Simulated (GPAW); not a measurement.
The Cu L₃ edge of atom 1 in Cu (Copper, Fm-3m), with 12 Cu at 2.56 Å (cuboctahedral, site symmetry m-3m), was computed in 2 ways: excited-electron core hole (neutral cell) and no core hole. Program and functional: GPAW, LDA, Gaussian full width 0.9 eV up to 4 eV, rising linearly to 3.5 eV at 25 eV; cells of 1 and 13 atoms (the run without a hole in the smaller).

Each run is counted from its own lowest empty level or Fermi level and scaled to a mean of 1 over its first 20 eV.

```csv
E (eV),run 1,run 2
-2.0,0.00,0.00
-1.5,0.00,0.00
-1.0,0.01,0.00
-0.5,0.24,0.08
0.0,0.97,0.38
0.5,1.47,0.59
1.0,1.71,0.62
1.5,1.34,0.63
2.0,0.99,0.58
2.5,1.00,0.55
3.0,0.87,0.63
3.5,0.87,0.87
4.0,1.19,1.05
4.5,1.26,1.08
5.0,1.24,0.98
5.5,1.14,0.85
6.0,0.94,0.86
6.5,0.85,0.97
7.0,0.98,1.13
7.5,1.18,1.23
8.0,1.20,1.25
8.5,1.13,1.26
9.0,1.11,1.25
9.5,1.11,1.19
10.0,1.07,1.11
10.5,1.03,1.08
11.0,0.99,1.11
11.5,0.96,1.15
12.0,0.94,1.13
12.5,0.92,1.08
13.0,0.90,1.03
13.5,0.88,1.01
14.0,0.85,1.01
14.5,0.82,1.00
15.0,0.79,0.97
15.5,0.76,0.93
16.0,0.73,0.91
16.5,0.71,0.92
17.0,0.72,0.97
17.5,0.75,1.05
18.0,0.80,1.15
18.5,0.86,1.24
19.0,0.92,1.31
19.5,0.98,1.35
20.0,1.00,1.35
20.5,1.00,1.31
21.0,0.98,1.25
21.5,0.93,1.18
22.0,0.86,1.09
22.5,0.79,1.01
23.0,0.73,0.95
23.5,0.68,0.91
24.0,0.65,0.90
24.5,0.64,0.93
25.0,0.65,0.99
25.5,0.68,1.08
26.0,0.74,1.17
26.5,0.81,1.26
27.0,0.88,1.33
27.5,0.93,1.37
28.0,0.96,1.39
28.5,0.97,1.39
29.0,0.97,1.39
29.5,0.97,1.40
30.0,0.98,1.40
```

**Question.** Which run is which?

Run 1: no core hole (area from −2 to 6 eV 7.4, main maxima 1.0 eV (1.71), 4.4 eV (1.27), 7.8 eV (1.22) and 20.2 eV (1.01)). Run 2: excited-electron core hole (neutral cell) (area from −2 to 6 eV 4.7, main maxima 1.4 eV (0.63), 4.4 eV (1.09), 8.7 eV (1.26), 11.6 eV (1.15) and 19.8 eV (1.35)). With each curve scaled to its own mean, the area from −2 to 6 eV with the hole is 4.7 against 7.4, and the centre of weight from −1 to 20 eV moves by +1.7 eV (first and strongest maxima below 20 eV: 1.0 eV (1.71), 4.4 eV (1.27) and 7.8 eV (1.22) without the hole, 1.4 eV (0.63), 8.7 eV (1.26), 11.6 eV (1.15) and 19.8 eV (1.35) with it): the near-edge weight falls against the higher-lying part.

[Banner, clock and machine lines of the logs are left out without a mark of their own.]

[Logs are printed without paths, hosts, clocks, repeated set-up lines and the standing remarks that a program may print on its own settings, such as how far it seeks lower states.]

[Hosts, paths, dates, database ids (printed as entryN), source tags and the programs' standing remarks are cut or masked in the printed files.]

[Lists of maxima count a maximum above −3 eV only where it reaches 4 % of the highest in the window and stands out from its surroundings by 2 % of it (1.5 % where it reaches 55 %); shoulders and weaker maxima are passed over, and of the rest the first, up to two pre-edge ones and the few strongest are named.]
